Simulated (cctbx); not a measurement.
# A crystallographic session in cctbx: AgB

Library: cctbx 2025.11. The data are simulated by the first script.

## 1. Simulate the data

run.py:

```python
from cctbx import adptbx, crystal, miller, sgtbx, xray
from cctbx.array_family import flex
from iotbx.shelx import hklf
from scitbx import matrix
import scitbx.random

cs = crystal.symmetry(unit_cell=(2.642, 2.642, 23.412, 90, 90, 120), space_group_symbol='Hall: -R 3 2"')  # R-3m
atoms = [  # label, site, U (iso, or U11 U22 U33 U12 U13 U23 in A^2), occupancy
    ("Ag1", (1/3, 2/3, 0.792), (0.0044, 0.0044, 0.0037, 0.0022, 0.0000, 0.0000), 1),
    ("B1", (2/3, 1/3, 0.9555), (0.0123, 0.0123, 0.0119, 0.0061, 0.0000, 0.0000), 1),
]
xs = xray.structure(crystal_symmetry=cs)
for label, site, u, occ in atoms:
    u = adptbx.u_cif_as_u_star(cs.unit_cell(), u) if isinstance(u, tuple) else u
    xs.add_scatterer(xray.scatterer(label, site=site, u=u, occupancy=occ))
xs.set_inelastic_form_factors(1.3414, "sasaki")
xs.show_summary()
p1 = xs.expand_to_p1()
ms = miller.build_set(p1, anomalous_flag=True, d_min=0.83)
flex.set_random_seed(760233)
scitbx.random.set_random_seed(760233)
ms = ms.select(flex.random_double(ms.size()) < 0.5)
i = ms.structure_factors_from_scatterers(p1, algorithm="direct").f_calc().as_intensity_array().data()
i = i / flex.sqrt(1 + 0.3 * i / flex.max(i))  # extinction
i = i * 70000 / flex.max(i)
sig = flex.sqrt(i + flex.pow2(0.02 * i) + 15 ** 2)
noise = scitbx.random.variate(scitbx.random.normal_distribution())(i.size())
data = ms.array(data=i + sig * noise, sigmas=sig).set_observation_type_xray_intensity()
with open("data.hkl", "w") as f:
    data.export_as_shelx_hklf(f)
print("reflections written:", data.size(), " <I/sigma> = %.1f" % flex.mean(data.data() / data.sigmas()))
for h, a, b in list(data.sort("data"))[:12]:
    print("%4d%4d%4d %9.1f %7.1f" % (h + (a, b)))
```

```console
$ python run.py
```

```text
Number of scatterers: 2
At special positions: 2
Unit cell: (2.642, 2.642, 23.412, 90, 90, 120)
Space group: R -3 m :H (No. 166)
reflections written: 535  <I/sigma> = 11.5
   0  -1   4   70483.3  1424.9
   1   0   4   70157.2  1424.9
   1  -1  -4   69217.2  1424.9
  -1   0   8   60909.9  1239.1
   1   0  -8   59154.0  1239.1
   0   0  -3   45511.9   919.6
   0   0   3   44189.0   919.6
  -2   1   0   43952.6   886.5
   2  -1   0   43334.4   886.5
  -1   0 -16   40244.5   817.8
   0   1 -16   39832.7   817.8
   0  -1  16   39300.5   817.8
```

Run time: 0.27 s on 1 thread of Arm Neoverse V2, with other jobs on the host, peak memory 0.07 GiB.

## 2. Symmetry

run.py:

```python
from cctbx import crystal, sgtbx, statistics
from cctbx.array_family import flex
from iotbx.shelx import hklf

p1 = crystal.symmetry(unit_cell=(2.642, 2.642, 23.412, 90, 90, 120), space_group_symbol="P 1")
raw = hklf.reader(file_name="data.hkl").as_miller_arrays(crystal_symmetry=p1, anomalous=True)[0]
print(raw.size(), "reflections to d = %.3f A" % raw.d_min())
isig = raw.data() / raw.sigmas()
print("centring   violations  <I/sigma> of those")
best = "P"
for c in "ABCIRF":
    a = raw.customized_copy(space_group_info=sgtbx.space_group_info("Hall: %s 1" % c)).sys_absent_flags().data()
    m = flex.mean(isig.select(a))
    print("%5s %10d of %5d %8.1f" % (c, (isig.select(a) > 4).count(True), a.count(True), m))
    if (isig.select(a) > 4).count(True) < 0.01 * a.count(True):
        best = c
raw = raw.select(~raw.customized_copy(space_group_info=sgtbx.space_group_info("Hall: %s 1" % best)).sys_absent_flags().data())
isig = raw.data() / raw.sigmas()
rows = []
for s in sgtbx.space_group_symbol_iterator():
    g = sgtbx.space_group(s)
    if g.conventional_centring_type_symbol() != best or not g.is_compatible_unit_cell(p1.unit_cell(), 1e-3, 0.02):
        continue
    rows.append((s, g))
print("Laue class    unique    Rint  (classes that these axes allow; Friedel mates merged)")
rint = {}
for s, g in rows:
    laue = g.build_derived_patterson_group()
    key = laue.type().hall_symbol()
    if key not in rint:
        m = raw.customized_copy(space_group_info=laue.info(), anomalous_flag=False).merge_equivalents()
        rint[key] = m.r_int()
        print("%-14s %6d %7.3f" % (laue.type().lookup_symbol(), m.array().size(), m.r_int()))
floor = min(rint.values())
good = [(s, g) for s, g in rows if rint[g.build_derived_patterson_group().type().hall_symbol()] < 2 * floor + 0.03]
top = max(g.build_derived_patterson_group().order_z() for s, g in good)
print("space group    extra absences  I>4sigma  <I/sigma>")
for s, g in good:
    laue = g.build_derived_patterson_group()
    if laue.order_z() != top:
        continue
    a = raw.customized_copy(space_group_info=g.info()).sys_absent_flags().data()
    a &= ~raw.customized_copy(space_group_info=laue.info()).sys_absent_flags().data()
    bad = (isig.select(a) > 4).count(True)
    if bad <= 0.03 * a.count(True):
        print("%-16s %8d %10d %9s  %s" % (s.universal_hermann_mauguin(), a.count(True), bad, "%.1f" % flex.mean(isig.select(a)) if a.count(True) else "-", "centric" if g.is_centric() else "acentric"))
laue = max(good, key=lambda t: t[1].build_derived_patterson_group().order_z())[1].build_derived_patterson_group()
f = raw.customized_copy(space_group_info=laue.info(), anomalous_flag=False).merge_equivalents().array().eliminate_sys_absent().f_sq_as_f()
f.set_observation_type_xray_amplitude()
bins = max(3, min(8, f.size() // 12))
f.setup_binner(n_bins=bins)
w = statistics.wilson_plot(f, {e: n / laue.order_z() for e, n in {'Ag': 6.0, 'B': 6.0}.items()}, e_statistics=True)
print("Wilson B = %.2f A^2   <|E^2-1|> = %.3f (0.968 centric, 0.736 acentric)   E^2>4: %.1f %%" % (w.wilson_b, w.mean_e_sq_minus_1, w.percent_e_sq_gt_2))
print("shell (A)         n   <I/sigma>")
m = raw.customized_copy(space_group_info=laue.info(), anomalous_flag=False).merge_equivalents().array().eliminate_sys_absent()
for b in m.setup_binner(n_bins=bins).range_used():
    sel = m.binner().selection(b)
    print("%5.2f - %4.2f %6d %8.1f" % (min(m.binner().bin_d_range(b)[0] if m.binner().bin_d_range(b)[0] > 0 else 99, 99), m.binner().bin_d_range(b)[1], sel.count(True), flex.mean((m.data() / m.sigmas()).select(sel))))
```

```console
$ python run.py
```

```text
535 reflections to d = 0.837 A
centring   violations  <I/sigma> of those
    A         66 of   255     11.9
    B         67 of   276     11.2
    C         63 of   251     11.6
    I         76 of   272     13.0
    R          0 of   354     -0.1
    F         98 of   391     11.6
Laue class    unique    Rint  (classes that these axes allow; Friedel mates merged)
R -3 :H            62   0.014
R -3 m :H          50   0.014
space group    extra absences  I>4sigma  <I/sigma>
R 3 2 :H                0          0         -  acentric
R 3 m :H                0          0         -  acentric
R -3 m :H               0          0         -  centric
Wilson B = 0.93 A^2   <|E^2-1|> = 0.532 (0.968 centric, 0.736 acentric)   E^2>4: 0.0 %
shell (A)         n   <I/sigma>
 7.80 - 1.33     14     49.7
 1.33 - 1.05     15     62.4
 1.05 - 0.92      9     49.6
 0.92 - 0.84     12     68.5
```

Time: 0.28 s.

## 3. Patterson map

run.py:

```python
from cctbx import crystal, maptbx
from iotbx.shelx import hklf

cs = crystal.symmetry(unit_cell=(2.642, 2.642, 23.412, 90, 90, 120), space_group_symbol='Hall: -R 3 2"')  # R-3m
raw = hklf.reader(file_name="data.hkl").as_miller_arrays(crystal_symmetry=cs, anomalous=True)[0]
merged = raw.eliminate_sys_absent().merge_equivalents()
fo2 = merged.array().set_observation_type_xray_intensity()
f = fo2.average_bijvoet_mates().f_sq_as_f()
pm = f.patterson_map(symmetry_flags=maptbx.use_space_group_symmetry, sharpening=True, resolution_factor=0.25)
peaks = pm.peak_search(parameters=maptbx.peak_search_parameters(min_distance_sym_equiv=0.4, max_clusters=14)).all()
top = peaks.heights()[0]
print("Patterson group", f.patterson_symmetry().space_group_info())
print("      u       v       w   height  length (A)")
for x, h in zip(peaks.sites(), peaks.heights()):
    y = [t - round(t) for t in x]
    print("%7.3f %7.3f %7.3f %8.1f %8.2f" % (x + (1000 * h / top, cs.unit_cell().length(y))))
```

```console
$ python run.py
```

```text
Patterson group R -3 m :H
      u       v       w   height  length (A)
  0.000   0.000   0.000   1000.0     0.00
  0.000   0.000   0.252    457.6     5.91
  0.000   0.000   0.475     94.3    11.12
  0.050   0.525   0.370     83.5     8.76
  0.115   0.230   0.641     76.3     8.42
  0.104   0.207   0.392     61.1     9.20
  0.049   0.525   0.117     45.5     3.05
  0.119   0.237   0.872     44.0     3.04
  0.000   0.000   0.442     31.3    10.34
  0.072   0.144   0.612     30.9     9.08
  0.000   0.000   0.193     28.6     4.51
  0.000   0.000   0.052     26.6     1.21
  0.000   0.000   0.302     18.9     7.08
  0.003   0.333   0.119     17.8     2.93
```

Time: 0.24 s.

## 4. Charge flipping

run.py:

```python
import itertools
from cctbx import crystal, maptbx
from cctbx.array_family import flex
from iotbx.shelx import hklf
from smtbx.ab_initio import charge_flipping as cf

cs = crystal.symmetry(unit_cell=(2.642, 2.642, 23.412, 90, 90, 120), space_group_symbol='Hall: -R 3 2"')  # R-3m
raw = hklf.reader(file_name="data.hkl").as_miller_arrays(crystal_symmetry=cs, anomalous=True)[0]
merged = raw.eliminate_sys_absent().merge_equivalents()
fo2 = merged.array().set_observation_type_xray_intensity()
f = fo2.average_bijvoet_mates().f_sq_as_f().resolution_filter(d_min=0.83)
p1 = f.expand_to_p1()
work = p1
flex.set_random_seed(19632)
it = cf.weak_reflection_improved_iterator(delta=None, weak_reflection_fraction=0.2)
it.start(work, phases=flex.random_double(p1.size()) * 6.2832, f_000=0)
it.delta = 1 * it.rho_map.sigma()
print("cycle      R  skewness")
for n, st in enumerate(itertools.islice(it, 150)):
    if n % 12 == 0:
        print("%5d %6.3f %8.2f" % (n, st.r1_factor(), st.rho_map.skewness()))
rho = p1.phase_transfer(it.f_calc).fft_map().apply_volume_scaling()
polish = cf.low_density_elimination_iterator(constant_rho_c=rho.sigma())
polish.start(f_obs=p1, phases=it.f_calc, f_000=0)
for _ in range(8):
    next(polish)
print("origin shift          correlation  skewness")
maps = []
for fc, shift, cc in itertools.islice(cf.f_calc_symmetrisations(f, polish.f_calc, 0), 4):
    m = f.phase_transfer(fc).fft_map(symmetry_flags=maptbx.use_space_group_symmetry, resolution_factor=0.25).apply_sigma_scaling()
    maps.append((m.skewness(), cc, m))
    print("%6.3f %6.3f %6.3f %10.3f %9.2f" % (tuple(shift) + (cc, m.skewness())))
skew, cc, m = max((t for t in maps if t[1] > maps[0][1] - 0.04), key=lambda t: t[0])
print("taken: symmetry correlation %.3f, skewness %.2f" % (cc, skew))
peaks = m.peak_search(parameters=maptbx.peak_search_parameters(min_distance_sym_equiv=0.9, max_clusters=7)).all()
sps = cs.special_position_settings(min_distance_sym_equiv=0.5)
print("peak      x       y       z  mult  height/sigma")
for k, (x, h) in enumerate(zip(peaks.sites(), peaks.heights())):
    ss = sps.site_symmetry(x)
    print("Q%-3d %7.4f %7.4f %7.4f %4d %8.1f" % ((k + 1,) + tuple(t % 1 for t in ss.exact_site()) + (ss.multiplicity(), h)))
```

```console
$ python run.py
```

```text
cycle      R  skewness
    0  0.576     0.31
   12  0.424     2.00
   24  0.340     3.65
   36  0.304     3.31
   48  0.327     3.66
   60  0.324     3.39
   72  0.333     3.53
   84  0.315     3.36
   96  0.317     3.24
  108  0.325     3.45
  120  0.337     3.56
  132  0.334     3.41
  144  0.295     3.25
origin shift          correlation  skewness
-0.010  0.355  0.091      0.802      1.80
 0.006  0.349  0.341      0.787      2.30
 0.236  0.331  0.412      0.768      3.31
 0.224  0.310  0.027      0.802      2.08
taken: symmetry correlation 0.768, skewness 3.31
peak      x       y       z  mult  height/sigma
Q1    0.0000  0.0000  0.5000    3     12.1
Q2    0.0000  0.0000  0.2497    6      5.0
Q3    0.0769  0.5384  0.2774   18      2.0
Q4    0.0725  0.5363  0.8620   18      1.8
Q5    0.0000  0.0000  0.0328    6      1.5
Q6    0.0000  0.0000  0.4409    6      1.4
Q7    0.0502  0.5251  0.0269   18      1.2
```

Time: 0.32 s.

## 5. Charge flipping

run.py, as its changes from the last script of this kind:

```diff
@@ -13,2 +13,3 @@
-work = p1
-flex.set_random_seed(19632)
+p1.setup_binner_counting_sorted(reflections_per_bin=max(40, p1.size() // 12))
+work = p1.array(data=p1.data() / p1.amplitude_quasi_normalisations().data())
+flex.set_random_seed(19633)
@@ -19,2 +20,2 @@
-for n, st in enumerate(itertools.islice(it, 150)):
-    if n % 12 == 0:
+for n, st in enumerate(itertools.islice(it, 300)):
+    if n % 25 == 0:
```

```console
$ python run.py
```

```text
cycle      R  skewness
    0  0.553     0.58
   25  0.308     3.65
   50  0.298     3.46
   75  0.333     3.21
  100  0.334     3.45
  125  0.356     3.23
  150  0.338     3.23
  175  0.363     3.41
  200  0.332     3.12
  225  0.362     3.19
  250  0.315     3.08
  275  0.327     3.42
origin shift          correlation  skewness
-0.021  0.859  0.024      0.789      1.23
-0.019  0.861  0.155      0.792      0.82
 0.003  0.547  0.389      0.773      3.50
 0.021  0.537  0.268      0.775      1.32
taken: symmetry correlation 0.773, skewness 3.50
peak      x       y       z  mult  height/sigma
Q1    0.0000  0.0000  0.3769    6     10.0
Q2    0.0000  0.0000  0.2266    6      1.8
Q3    0.0895  0.5447  0.8441   18      1.8
Q4    0.0000  0.0000  0.5000    3      1.8
Q5    0.0000  0.0000  0.4370    6      1.5
Q6    0.0000  0.0000  0.1327    6      1.4
Q7    0.1228  0.2456  0.0794   18      0.9
```

Time: 0.32 s.

## 6. Refinement (model from the peaks)

run.py:

```python
import math
from cctbx import adptbx, crystal, maptbx, sgtbx, xray
from cctbx.array_family import flex
from cctbx.xray import observations
from iotbx.shelx import hklf
from scitbx.lstbx import normal_eqns_solving
from smtbx import absolute_structure, utils
from smtbx.refinement import constraints, least_squares

cs = crystal.symmetry(unit_cell=(2.642, 2.642, 23.412, 90, 90, 120), space_group_symbol='Hall: -R 3 2"')  # R-3m
atoms = [  # label, site, U (iso, or U11 U22 U33 U12 U13 U23 in A^2), occupancy
    ("Ag1", (0, 0, 0.3769), 0.0200, 1),
    ("B1", (0, 0, 0.2266), 0.0200, 1),
]
xs = xray.structure(crystal_symmetry=cs)
for label, site, u, occ in atoms:
    u = adptbx.u_cif_as_u_star(cs.unit_cell(), u) if isinstance(u, tuple) else u
    xs.add_scatterer(xray.scatterer(label, site=site, u=u, occupancy=occ))
xs.set_inelastic_form_factors(1.3414, "sasaki")
raw = hklf.reader(file_name="data.hkl").as_miller_arrays(crystal_symmetry=cs, anomalous=True)[0]
merged = raw.eliminate_sys_absent().merge_equivalents()
fo2 = merged.array().set_observation_type_xray_intensity()
print("Rint %.3f, %d unique reflections to %.2f A" % (merged.r_int(), fo2.size(), fo2.d_min()))
for sc in xs.scatterers():
    sc.flags.set_grad_site(True)
    sc.flags.set_grad_u_aniso(sc.flags.use_u_aniso())
    sc.flags.set_grad_u_iso(sc.flags.use_u_iso())
obs = fo2.as_xray_observations()
extra = {}
rep = constraints.reparametrisation(xs, [], utils.connectivity_table(xs), **extra)
ls = least_squares.crystallographic_ls(obs, rep, weighting_scheme=least_squares.mainstream_shelx_weighting(a=0, b=0))
print("cycle     R1     wR2    GooF  max shift (A)")
for cycle in range(6):
    ls.build_up()
    r1, wr2, goof = ls.r1_factor(cutoff_factor=2)[0], ls.wR2(), ls.goof()
    old = xs.sites_cart()
    normal_eqns_solving.levenberg_marquardt_iterations(ls, n_max_iterations=3, tau=0.0001, step_threshold=1e-7)
    big = flex.max((xs.sites_cart() - old).norms())
    print("%4d %7.4f %7.4f %7.3f %9.5f" % (cycle + 1, r1, wr2, goof, big))
    ls.build_up(objective_only=True)
    if abs(ls.wR2() - wr2) < 5e-5 and big < 5e-4:
        break
ls.build_up()
print("final R1 %.4f wR2 %.4f GooF %.3f  parameters %d  data/parameter %.1f" % (ls.r1_factor(cutoff_factor=2)[0], ls.wR2(), ls.goof(), ls.n_parameters, fo2.size() / ls.n_parameters))
cov = ls.covariance_matrix_and_annotations()
su = dict(zip(cov.annotations, (math.sqrt(max(v, 0)) for v in cov.matrix.matrix_packed_u_diagonal())))
a2 = cs.unit_cell().reciprocal_parameters()[0] ** -2
print("atom        x        y        z      Ueq    occ   su(xyz)  su(Uiso or U11)")
for sc in xs.scatterers():
    s = max(su.get(sc.label + k, 0) for k in (".x", ".y", ".z"))
    npd = "" if sc.is_positive_definite_u(cs.unit_cell()) else "  NPD"
    print("%-5s %8.5f %8.5f %8.5f %8.4f %6.3f %8.5f %7.4f%s" % ((sc.label,) + sc.site + (sc.u_iso_or_equiv(cs.unit_cell()), sc.occupancy, s, su.get(sc.label + ".uiso", su.get(sc.label + ".u11", 0) * a2), npd)))
fo = fo2.f_sq_as_f()
fc = fo.structure_factors_from_scatterers(xs, algorithm="direct").f_calc()
diff = fo.f_obs_minus_f_calc(1 / math.sqrt(ls.scale_factor()), fc).average_bijvoet_mates()
m = diff.fft_map(symmetry_flags=maptbx.use_space_group_symmetry, resolution_factor=0.25).apply_volume_scaling()
print("difference map: max %.2f min %.2f rms %.2f" % (m.statistics().max(), m.statistics().min(), m.statistics().sigma()))
peaks = m.peak_search(parameters=maptbx.peak_search_parameters(min_distance_sym_equiv=0.6, max_clusters=5)).all()
near = xs.closest_distances(peaks.sites(), distance_cutoff=4)
sps = cs.special_position_settings(min_distance_sym_equiv=0.5)
for k, (x, h) in enumerate(zip(peaks.sites(), peaks.heights())):
    ss = sps.site_symmetry(x)
    print("Q%-3d %7.4f %7.4f %7.4f %4d %7.2f  %.2f A from %s" % ((k + 1,) + tuple(t % 1 for t in ss.exact_site()) + (ss.multiplicity(), h, near.smallest_distances[k], xs.scatterers()[near.i_seqs[k]].label)))
```

```console
$ python run.py
```

```text
Rint 0.014, 50 unique reflections to 0.84 A
cycle     R1     wR2    GooF  max shift (A)
   1  0.2597  0.6638  48.917   0.10177
   2  0.0530  0.1141   8.407   0.03141
   3  0.0450  0.0966   7.116   0.05927
   4  0.0429  0.0920   6.778   0.08754
   5  0.0415  0.0901   6.641   0.12539
   6  0.0413  0.0890   6.556   0.05449
final R1 0.0415 wR2 0.0884 GooF 6.514  parameters 4  data/parameter 12.5
atom        x        y        z      Ueq    occ   su(xyz)  su(Uiso or U11)
Ag1    0.00000  0.00000  0.37466   0.0040  1.000  0.00007  0.0008
B1     0.00000  0.00000  0.20696   0.2022  1.000  0.00916  0.0964
difference map: max 8.02 min -2.19 rms 0.77
Q1    0.0000  0.0000  0.1194    6    8.17  1.53 A from B1
Q2    0.0000  0.0000  0.3759    6    3.48  0.03 A from Ag1
Q3    0.0000  0.0000  0.0670    6    1.12  1.64 A from Ag1
Q4    0.0000  0.5000  0.0000    9    1.00  1.23 A from Ag1
Q5    0.0000  0.0000  0.3131    6    0.95  1.44 A from Ag1
```

It took 0.62 s on 1 thread of Arm Neoverse V2 (shared host), peak memory 0.09 GiB.

Figures of merit this high mean that the model is still wrong or incomplete.

[Logs are printed without paths, hosts, clocks, repeated set-up lines and the standing remarks that a program may print on its own settings, such as how far it seeks lower states.]
